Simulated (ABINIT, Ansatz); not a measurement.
# TlAsF6 (R-3): G0W0 on several meshes in ABINIT

Aim: the GW shift of TlAsF6 (R-3) against the k mesh.

Program: ABINIT 10.8.3. Level of theory: PBEsol and many-body steps on it, plane waves. Results are calculated unless marked as measured.

## 1. Set-up

Symmetry: R-3, No. 148, trigonal system. Conventional cell: a = 7.441 Å, b = 7.441 Å, c = 7.448 Å, α = 90.00°, β = 90.00°, γ = 120.00°. Nearest to Tl lie 6 F at 2.95 Å. As has 6 F at 1.75 Å nearest. F has 1 As at 1.75 Å nearest. Farther neighbours and most contacts between anions are not listed.

The cell and positions are those that the Materials Project relaxed with its own functionals (PBE, PBE+U or r2SCAN), kept fixed. Spin-orbit coupling is left out unless a step names it.

## 2. Empty states on the mesh, 2×2×2 mesh, 436 bands

This step: ABINIT 10.8.3; DFT, PBEsol, plane waves, norm-conserving pseudopotentials.

The sums over transitions need many empty states on a uniform mesh; this step solves for them.

Input file run.abi:

```
acell 3*1.0 Angstrom
rprim 
  3.720723898783 2.148160944528 2.482723275713
  -3.720723898783 2.148160944528 2.482723275713
  0.000000000000 -4.296321889101 2.482723275674
ntypat 3
znucl 81 33 9
natom 8
typat 1 2 3 3 3 3 3 3
xred 
  0.000000000000 0.000000000000 0.000000000000
  0.500000000000 0.500000000000 0.500000000000
  0.698048100000 0.789498230000 0.423038160000
  0.789498230000 0.423038160000 0.698048100000
  0.210501770000 0.576961840000 0.301951900000
  0.423038160000 0.698048100000 0.789498230000
  0.576961840000 0.301951900000 0.210501770000
  0.301951900000 0.210501770000 0.576961840000
pp_dirpath "pseudos"
pseudos "Tl.upf, As.upf, F.upf"
ecut 44
ngkpt 2 2 2
nshiftk 1
shiftk 0 0 0
kptopt 1
chksymbreak 0
iscf -2
irdden 1
istwfk *1
nband 436
nbdbuf 38
tolwfr 1e-09
nstep 60
prtvol 0
indata_prefix "in"
outdata_prefix "out"
tmpdata_prefix "tmp"
```

On the command line:

```
$ OMP_NUM_THREADS=1 mpirun -n 8 abinit run.abi > log
```

Numbers of over 12 decimals in the logs are rounded to 6 here.

Log:

```text
.Version 10.8.3 of ABINIT. v10.8.2 released Aug 2026.

 Symmetries : space group R-3 (#148); Bravais hR (rhombohedral)
[... echo of the input left out ...]
== DATASET  1 ==================================================================
-   mpi_nproc: 8, omp_nthreads: 1 (-1 if OMP is not activated)
-    --> not optimal distribution: autoparal keyword recommended in input file <--

--- !DatasetInfo
iteration_state: {dtset: 1, }
dimensions: {natom: 8, nkpt: 4, mband: 436, nsppol: 1, nspinor: 1, nspden: 1, mpw: 11210, }
cutoff_energies: {ecut:  44.0, pawecutdg:  -1.0, }
[...]
4.45013    4.47887    4.47887    4.48163    4.49988    4.49989    4.50746    4.50748
   4.50847    4.50849    4.51171    4.52244    4.57054    4.57115    4.57460    4.58860
   4.62107    4.62827    4.64534    4.66020
 prteigrs : prtvol=0 or 1, do not print more k-points.

== END DATASET(S) ==============================================================
================================================================================

 -outvars: echo values of variables after computation  --------
            nband         436
             nkpt           4
          spgroup         148
 [... the other variables as echoed above ...]

 Calculation completed.
```

Elapsed: 10 min, on 8 MPI ranks of Arm Neoverse N1, shared host; peak memory 1.1 GiB; 82 min of CPU time.

Numbers from this step:

```
gap                                                           : 4.749 eV
k of the valence top                                          : 0.5, 0.5, 0
k of the conduction bottom                                    : 0.5, 0, 0
least direct gap                                              : 4.777 eV
k points computed                                             : 4
lowest point of the top converged band, above the valence top : 116.1551 eV
```

On this mesh the gap is 4.749 eV.

The density comes from a self-consistent run that is not shown.

## 3. Screening, 2×2×2 mesh, 187 bands, screening to 141.5 eV

The RPA dielectric matrix is built and inverted for each q.

This step: RPA screening on PBEsol, plane waves, norm-conserving pseudopotentials.

run.abi: that of step 2 with these lines changed.

```diff
@@ -26,10 +26,11 @@
 chksymbreak 0
-iscf -2
-irdden 1
 istwfk *1
-nband 436
-nbdbuf 38
-tolwfr 1e-09
-nstep 60
-prtvol 0
+occopt 1
+irdwfk 1
+optdriver 3
+nband 187
+ecuteps 5.2
+inclvkb 2
+awtr 1
+symchi 1
 indata_prefix "in"
```

Log:

```text
.Version 10.8.3 of ABINIT. v10.8.2 released Aug 2026.

 Symmetries : space group R-3 (#148); Bravais hR (rhombohedral)
[... echo of the input left out ...]
== DATASET  1 ==================================================================
-   mpi_nproc: 8, omp_nthreads: 1 (-1 if OMP is not activated)

--- !DatasetInfo
iteration_state: {dtset: 1, }
dimensions: {natom: 8, nkpt: 4, mband: 187, nsppol: 1, nspinor: 1, nspden: 1, mpw: 11210, }
cutoff_energies: {ecut:  44.0, pawecutdg:  -1.0, }
electrons: {nelect:   8.60000000E+01, charge:   0.00000000E+00, occopt:   1.00000000E+00, tsmear:   1.00000000E-02, }

 SCREENING: Calculation of the susceptibility and dielectric matrices

 Based on a program developped by R.W. Godby, V. Olevano, G. Onida, and L. Reining.
 Incorporated in ABINIT by V. Olevano, G.-M. Rignanese, and M. Torrent.
.Using double precision arithmetic ; gwpc =  8

[... cell and pseudopotentials left out ...]
--------------------------------------------------------------------------------

 ==== K-mesh for the wavefunctions ====
 Number of points in the irreducible wedge :     4
[... list of points left out ...]
 Together with  6 symmetry operations and time-reversal symmetry
 yields     8 points in the full Brillouin Zone.

 ==== Q-mesh for the screening function ====
 Number of points in the irreducible wedge :     4
[... list of points left out ...]
 Together with  6 symmetry operations and time-reversal symmetry
 yields     8 points in the full Brillouin Zone.

 setmesh: FFT mesh size selected  =    40x   40x   40
          total number of points  =        64000

 vcoul_init : cutoff-mode = AUXILIARY_FUNCTION
 q-points for optical limit:   1
     1)      0.000010    0.000020    0.000030

- screening: taking advantage of time-reversal symmetry
- Maximum band index for partially occupied states nbvw = 43
- Remaining bands to be divided among processors   nbcw = 144
- Number of bands treated by each node ~18

 Number of electrons calculated from density =   86.0000; Expected =   86.0000
 average of density, n =  0.107036
 r_s =    1.3066
 omega_plasma =   31.5587 [eV]

 calculating chi0 at frequencies [eV] :
  1    0.000000E+00    0.000000E+00
  2    0.000000E+00    3.155874E+01

--------------------------------------------------------------------------------
  q-point number  1        q = ( 0.000000, 0.000000, 0.000000) [r.l.u.]
--------------------------------------------------------------------------------
[... chi0 elements left out ...]
 For q-point:  0.000010 0.000020 0.000030
  dielectric constant =   2.4608
  dielectric constant without local fields =   2.8828

  Average fulfillment of the sum rule on Im[epsilon] for q-point    1 :     46.63  [%]
[... wings left out ...]
  q-point number  2        q = ( 0.500000, 0.000000, 0.000000) [r.l.u.]
--------------------------------------------------------------------------------
[... chi0 elements left out ...]
  Average fulfillment of the sum rule on Im[epsilon] for q-point    2 :     51.82  [%]

 [... 2 further q-points ...]
```

Wall time 1.9 min (8 MPI ranks); peak memory 3.6 GiB.

Numbers from this step:

- ε∞ with local fields, on this mesh, along the program's q direction: 2.461
- the same without local fields: 2.883
- plasma frequency: 31.56 eV
- plane waves in the screening matrix: 467

Local fields lower ε∞ by 15 %. On a Γ-centred mesh this coarse the value itself is usually too large, while a short band sum pulls it down.

## 4. 2×2×2

The self-energy is evaluated for the states that the input lists, and the levels follow from it, in one-shot runs by the linearised quasiparticle equation.

This step: G0W0 on PBEsol, plane waves, norm-conserving pseudopotentials.

run.abi: that of step 3 with these lines changed.

```diff
@@ -29,8 +29,19 @@
 irdwfk 1
-optdriver 3
+optdriver 4
 nband 187
+gwcalctyp 0
+ecutsigx 44
+symsigma 1
+nkptgw 3
+kptgw 
+  0.5000000000 0.5000000000 0.0000000000
+  0.5000000000 0.0000000000 0.0000000000
+  0.0000000000 0.0000000000 0.0000000000
+bdgw 
+  42 45
+  42 45
+  41 45
 ecuteps 5.2
-inclvkb 2
-awtr 1
-symchi 1
+irdscr 1
+ppmodel 1
 indata_prefix "in"
```

Log:

```text
.Version 10.8.3 of ABINIT. v10.8.2 released Aug 2026.

 Symmetries : space group R-3 (#148); Bravais hR (rhombohedral)
[... echo of the input left out ...]
== DATASET  1 ==================================================================
-   mpi_nproc: 8, omp_nthreads: 1 (-1 if OMP is not activated)

--- !DatasetInfo
iteration_state: {dtset: 1, }
dimensions: {natom: 8, nkpt: 4, mband: 187, nsppol: 1, nspinor: 1, nspden: 1, mpw: 11210, }
cutoff_energies: {ecut:  44.0, pawecutdg:  -1.0, }
electrons: {nelect:   8.60000000E+01, charge:   0.00000000E+00, occopt:   1.00000000E+00, tsmear:   1.00000000E-02, }

 SIGMA: Calculation of the GW corrections

 Based on a program developped by R.W. Godby, V. Olevano, G. Onida, and L. Reining.
 Incorporated in ABINIT by V. Olevano, G.-M. Rignanese, and M. Torrent.
.Using double precision arithmetic ; gwpc =  8

[... cell and pseudopotentials left out ...]
--------------------------------------------------------------------------------

 ==== K-mesh for the wavefunctions ====
 Number of points in the irreducible wedge :     4
[... list of points left out ...]
 Together with  6 symmetry operations and time-reversal symmetry
 yields     8 points in the full Brillouin Zone.

 ==== Q-mesh for screening function ====
 Number of points in the irreducible wedge :     4
[... list of points left out ...]
 Together with  6 symmetry operations and time-reversal symmetry
 yields     8 points in the full Brillouin Zone.

 vcoul_init : cutoff-mode = AUXILIARY_FUNCTION
 q-points for optical limit:   1
     1)      0.000010    0.000020    0.000030
 setmesh: FFT mesh size selected  =    60x   60x   60
          total number of points  =       216000

 Number of electrons calculated from density =   86.0000; Expected =   86.0000
 average of density, n =  0.107036
 r_s =    1.3066
 omega_plasma =   31.5587 [eV]

 === KS Band Gaps ===
  >>>> For spin  1
   Minimum direct gap =   4.7772 [eV], located at k-point      :   0.5000  0.0000  0.0000
   Fundamental gap    =   4.7493 [eV], Top of valence bands at :   0.5000  0.5000  0.0000
                                       Bottom of conduction at :   0.5000  0.0000  0.0000
 SIGMA fundamental parameters:
 PLASMON POLE MODEL  1
 number of plane-waves for SigmaX                11127
 number of plane-waves for SigmaC and W            467
 number of plane-waves for wavefunctions         11127
 number of bands                                   187
 number of independent spin polarizations            1
 number of spinorial components                      1
 number of k-points in IBZ                           4
 number of q-points in IBZ                           4
 number of symmetry operations                       6
 number of k-points in BZ                            8
 number of q-points in BZ                            8
 number of frequencies for dSigma/dE                 9
 frequency step for dSigma/dE [eV]                0.25
 number of omega for Sigma on real axis              0
 max omega for Sigma on real axis  [eV]           0.00
 zcut for avoiding poles [eV]                     0.10

 EPSILON^-1 parameters (SCR file):
 dimension of the eps^-1 matrix on file            467
 dimension of the eps^-1 matrix used               467
 number of plane-waves for wavefunctions         11127
 number of bands                                   187
 number of q-points in IBZ                           4
 number of frequencies                               2
 number of real frequencies                          1
 number of imag frequencies                          1

 matrix elements of self-energy operator (all in [eV])

 Perturbative Calculation

--- !SelfEnergy_ee
iteration_state: {dtset: 1, }
kpoint     : [   0.500,    0.500,    0.000, ]
spin       : 1
KS_gap     :    5.486
QP_gap     :    9.887
Delta_QP_KS:    4.401
data: !SigmaeeData |
     Band     E0 <VxcDFT>   SigX SigC(E0)      Z dSigC/dE  Sig(E)    E-E0       E
       42  -0.556 -23.065 -30.886   5.639   0.806  -0.241 -24.823  -1.758  -2.314
       43   0.423 -16.869 -20.287   1.629   0.852  -0.174 -18.393  -1.525  -1.102
       44   5.909 -22.173 -16.652  -2.106   0.842  -0.187 -19.297   2.876   8.785
       45   7.240 -11.146  -6.798  -2.572   0.878  -0.139  -9.586   1.560   8.800

--- !SelfEnergy_ee
iteration_state: {dtset: 1, }
kpoint     : [   0.500,    0.000,    0.000, ]
spin       : 1
KS_gap     :    4.777
QP_gap     :    8.586
Delta_QP_KS:    3.809
data: !SigmaeeData |
     Band     E0 <VxcDFT>   SigX SigC(E0)      Z dSigC/dE  Sig(E)    E-E0       E
       42  -0.558 -22.941 -30.809   5.649   0.806  -0.240 -24.729  -1.788  -2.346
       43   0.395 -17.275 -20.899   1.834   0.849  -0.177 -18.796  -1.520  -1.125
[...]
--- !SelfEnergy_ee
iteration_state: {dtset: 1, }
kpoint     : [   0.000,    0.000,    0.000, ]
spin       : 1
KS_gap     :    6.156
QP_gap     :   10.594
Delta_QP_KS:    4.438
data: !SigmaeeData |
     Band     E0 <VxcDFT>   SigX SigC(E0)      Z dSigC/dE  Sig(E)    E-E0       E
[...]
43  -0.276 -20.491 -26.715   4.153   0.823  -0.214 -22.196  -1.705  -1.981
       44   5.880 -21.636 -16.248  -2.153   0.845  -0.184 -18.903   2.733   8.612
       45   7.950 -11.050  -6.454  -2.611   0.879  -0.138  -9.306   1.745   9.695

== END DATASET(S) ==============================================================
================================================================================

 -outvars: echo values of variables after computation  --------
           etotal      0.0000000000E+00
            nband         187
             nkpt           4
          spgroup         148
 [... the other variables as echoed above ...]

 Calculation completed.
```

Wall time 47 s (8 MPI ranks); peak memory 2.4 GiB.

This step gave:

- G0W0 gap on the points computed: 8.563 eV
- starting gap on the mesh: 4.749 eV
- k of the valence top: 0.5, 0.5, 0
- k of the conduction bottom: 0.5, 0, 0
- Z at the valence top: 0.852
- Z at the conduction bottom: 0.857
- least direct G0W0 gap on the computed points: 8.586 eV

The gap on the mesh goes from 4.75 eV to 8.56 eV, a correction of +3.81 eV.

## 5. Empty states on the mesh, 4×4×4 mesh, 205 bands

This step: DFT, PBEsol, plane waves, norm-conserving pseudopotentials.

run.abi: that of step 4 with these lines changed.

```diff
@@ -21,3 +21,3 @@
 ecut 44
-ngkpt 2 2 2
+ngkpt 4 4 4
 nshiftk 1
@@ -26,22 +26,10 @@
 chksymbreak 0
+iscf -2
+irdden 1
 istwfk *1
-occopt 1
-irdwfk 1
-optdriver 4
-nband 187
-gwcalctyp 0
-ecutsigx 44
-symsigma 1
-nkptgw 3
-kptgw 
-  0.5000000000 0.5000000000 0.0000000000
-  0.5000000000 0.0000000000 0.0000000000
-  0.0000000000 0.0000000000 0.0000000000
-bdgw 
-  42 45
-  42 45
-  41 45
-ecuteps 5.2
-irdscr 1
-ppmodel 1
+nband 205
+nbdbuf 18
+tolwfr 1e-09
+nstep 60
+prtvol 0
 indata_prefix "in"
```

Log:

```text
.Version 10.8.3 of ABINIT. v10.8.2 released Aug 2026.

 Symmetries : space group R-3 (#148); Bravais hR (rhombohedral)
[... echo of the input left out ...]
== DATASET  1 ==================================================================
-   mpi_nproc: 8, omp_nthreads: 1 (-1 if OMP is not activated)

--- !DatasetInfo
iteration_state: {dtset: 1, }
dimensions: {natom: 8, nkpt: 14, mband: 205, nsppol: 1, nspinor: 1, nspden: 1, mpw: 11262, }
cutoff_energies: {ecut:  44.0, pawecutdg:  -1.0, }
[...]
2.34740    2.35414    2.36671    2.40430    2.40445    2.40445    2.41383    2.41383
   2.43160    2.43160    2.45535    2.46998    2.47346    2.47349    2.49305    2.49562
   2.49598    2.50566    2.51337    2.52496    2.53181
 prteigrs : prtvol=0 or 1, do not print more k-points.

== END DATASET(S) ==============================================================
================================================================================

 -outvars: echo values of variables after computation  --------
            nband         205
             nkpt          14
          spgroup         148
 [... the other variables as echoed above ...]

 Calculation completed.
```

Wall time 5.8 min (8 MPI ranks); peak memory 1.1 GiB; 46 min of CPU time.

This step gave:

```
gap                                                           : 4.665 eV
k of the valence top                                          : -0.25, 0.5, 0.25
k of the conduction bottom                                    : 0.5, 0, 0
least direct gap                                              : 4.777 eV
k points computed                                             : 14
lowest point of the top converged band, above the valence top : 63.5375 eV
```

On this mesh the gap is 4.665 eV.

## 6. Screening, 4×4×4 mesh, 187 bands, screening to 141.5 eV

This step: RPA screening on PBEsol, plane waves, norm-conserving pseudopotentials.

run.abi: that of step 5 with these lines changed.

```diff
@@ -26,10 +26,11 @@
 chksymbreak 0
-iscf -2
-irdden 1
 istwfk *1
-nband 205
-nbdbuf 18
-tolwfr 1e-09
-nstep 60
-prtvol 0
+occopt 1
+irdwfk 1
+optdriver 3
+nband 187
+ecuteps 5.2
+inclvkb 2
+awtr 1
+symchi 1
 indata_prefix "in"
```

Log:

```text
.Version 10.8.3 of ABINIT. v10.8.2 released Aug 2026.

 Symmetries : space group R-3 (#148); Bravais hR (rhombohedral)
[... echo of the input left out ...]
== DATASET  1 ==================================================================
-   mpi_nproc: 8, omp_nthreads: 1 (-1 if OMP is not activated)

--- !DatasetInfo
iteration_state: {dtset: 1, }
dimensions: {natom: 8, nkpt: 14, mband: 187, nsppol: 1, nspinor: 1, nspden: 1, mpw: 11262, }
cutoff_energies: {ecut:  44.0, pawecutdg:  -1.0, }
electrons: {nelect:   8.60000000E+01, charge:   0.00000000E+00, occopt:   1.00000000E+00, tsmear:   1.00000000E-02, }

 SCREENING: Calculation of the susceptibility and dielectric matrices

 Based on a program developped by R.W. Godby, V. Olevano, G. Onida, and L. Reining.
 Incorporated in ABINIT by V. Olevano, G.-M. Rignanese, and M. Torrent.
.Using double precision arithmetic ; gwpc =  8

[... cell and pseudopotentials left out ...]
--------------------------------------------------------------------------------

 ==== K-mesh for the wavefunctions ====
 Number of points in the irreducible wedge :    14
[... list of points left out ...]
 Together with  6 symmetry operations and time-reversal symmetry
 yields    64 points in the full Brillouin Zone.

 ==== Q-mesh for the screening function ====
 Number of points in the irreducible wedge :    14
[... list of points left out ...]
 Together with  6 symmetry operations and time-reversal symmetry
 yields    64 points in the full Brillouin Zone.

 setmesh: FFT mesh size selected  =    40x   40x   40
          total number of points  =        64000

 vcoul_init : cutoff-mode = AUXILIARY_FUNCTION
 q-points for optical limit:   1
     1)      0.000010    0.000020    0.000030

- screening: taking advantage of time-reversal symmetry
- Maximum band index for partially occupied states nbvw = 43
- Remaining bands to be divided among processors   nbcw = 144
- Number of bands treated by each node ~18

 Number of electrons calculated from density =   86.0000; Expected =   86.0000
 average of density, n =  0.107036
 r_s =    1.3066
 omega_plasma =   31.5587 [eV]

 calculating chi0 at frequencies [eV] :
  1    0.000000E+00    0.000000E+00
  2    0.000000E+00    3.155874E+01

--------------------------------------------------------------------------------
  q-point number  1        q = ( 0.000000, 0.000000, 0.000000) [r.l.u.]
--------------------------------------------------------------------------------
[... chi0 elements left out ...]
 For q-point:  0.000010 0.000020 0.000030
  dielectric constant =   2.4196
  dielectric constant without local fields =   2.8350

  Average fulfillment of the sum rule on Im[epsilon] for q-point    1 :     46.67  [%]
[... wings left out ...]
  q-point number  2        q = ( 0.250000, 0.000000, 0.000000) [r.l.u.]
--------------------------------------------------------------------------------
[... chi0 elements left out ...]
  Average fulfillment of the sum rule on Im[epsilon] for q-point    2 :     55.87  [%]

 [... 12 further q-points ...]
```

Run time: 32 min. Hardware: 8 MPI ranks; peak memory 9.3 GiB; 4.2 h of CPU time.

This step gave:

| Quantity | Value |
| --- | --- |
| ε∞ with local fields, on this mesh, along the program's q direction | 2.420 |
| the same without local fields | 2.835 |
| plasma frequency | 31.56 eV |
| plane waves in the screening matrix | 467 |

(Continued in part 2 of 2.)

[Paths, hosts, dates, memory and timing lines, banners, echoed tables and standing remarks are left out of the program output.]

[Logs are printed without paths, hosts, clocks, repeated set-up lines and the standing remarks that a program may print on its own settings, such as how far it seeks lower states.]

[Runs of the session that timed out or met a known fault of the program may be left out.]

[Hosts, paths, dates, database ids (printed as entryN), source tags and the programs' standing remarks are cut or masked in the printed files.]

[G0W0 gaps are taken among the corrected bands and points alone; a level outside them can change the order at an edge.]

[Where Ansatz stands beside ABINIT at settings called matched, ABINIT's density can come from a denser mesh and the files from another edition; pairs whose starting gaps differed by over 0.03 eV were left out, so agreement reads better than it is.]
